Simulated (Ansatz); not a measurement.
In doubt: one-shot GW on d or f shells is unsure, so the values of those runs are not to be relied on.

Planning a GW calculation on CuBiPbS3 (Aikinite).

```yaml
crystal:
  lattice:
    - [11.63800, 0.00000, 0.00000]
    - [0.00000, 4.03900, 0.00000]
    - [0.00000, 0.00000, 11.31900]
  atoms:
    - { symbol: Cu, position: [0.23380, 0.25000, 0.20850] }
    - { symbol: Cu, position: [0.26620, 0.75000, 0.70850] }
    - { symbol: Cu, position: [0.73380, 0.25000, 0.29150] }
    - { symbol: Cu, position: [0.76620, 0.75000, 0.79150] }
    - { symbol: Bi, position: [0.01890, 0.25000, 0.68270] }
    - { symbol: Bi, position: [0.48110, 0.75000, 0.18270] }
    - { symbol: Bi, position: [0.51890, 0.25000, 0.81730] }
    - { symbol: Bi, position: [0.98110, 0.75000, 0.31730] }
    - { symbol: Pb, position: [0.83290, 0.25000, 0.01050] }
    - { symbol: Pb, position: [0.66710, 0.75000, 0.51050] }
    - { symbol: Pb, position: [0.33290, 0.25000, 0.48950] }
    - { symbol: Pb, position: [0.16710, 0.75000, 0.98950] }
    - { symbol: S, position: [0.71600, 0.25000, 0.69860] }
    - { symbol: S, position: [0.78400, 0.75000, 0.19860] }
    - { symbol: S, position: [0.21600, 0.25000, 0.80140] }
    - { symbol: S, position: [0.28400, 0.75000, 0.30140] }
    - { symbol: S, position: [0.04670, 0.25000, 0.14000] }
    - { symbol: S, position: [0.45330, 0.75000, 0.64000] }
    - { symbol: S, position: [0.54670, 0.25000, 0.36000] }
    - { symbol: S, position: [0.95330, 0.75000, 0.86000] }
    - { symbol: S, position: [0.37750, 0.25000, 0.05590] }
    - { symbol: S, position: [0.12250, 0.75000, 0.55590] }
    - { symbol: S, position: [0.87750, 0.25000, 0.44410] }
    - { symbol: S, position: [0.62250, 0.75000, 0.94410] }
```

The cell and positions come from the Crystallography Open Database and are kept as given unless a step says otherwise. Spin-orbit coupling is left out unless a run names it.

Runs so far (Ansatz 0.2.0, start r2SCAN, hard PAW files, 2×4×2 mesh). Times are wall times on 1 × NVIDIA GB200 (shared by 2 runs) with 16 threads of Arm Neoverse V2, shared host, good to a factor of about two.

```
bands summed  cutoff (eV)  gap on the mesh (eV)     time
         871           70                 1.014     78 s
        1752          120                 0.866  3.6 min
```

**Question.** What should the next rung give, with 3081 bands and screening to 180 eV, and where is the limit?

The error falls about as one over the bands when the cutoff rises with them. A line through the two highest rungs given predicts 0.803 eV; the run gave 0.856 eV, a miss of 0.053 eV, so the law fails here: the steps don't follow it yet. The two highest rungs put the limit near 0.843 eV, the pair below near 0.720 eV; neither can be trusted until a further rung is run.

Gaps are over the mesh's points; an edge off the mesh would be missed. Limits: not at the basis limit; d shell near the gap, gap tends to lie low; no spin-orbit coupling; coarse k mesh.

[Paths, hosts, dates, memory and timing lines, banners, echoed tables and standing remarks are left out of the program output.]

[Logs are printed without paths, hosts, clocks, repeated set-up lines and the standing remarks that a program may print on its own settings, such as how far it seeks lower states.]

[Runs of the session that timed out or met a known fault of the program may be left out.]

[Cells called generated may have been cut or substituted from an entry of the Crystallography Open Database or the Materials Project.]

[Hosts, paths, dates, database ids (printed as entryN), source tags and the programs' standing remarks are cut or masked in the printed files.]
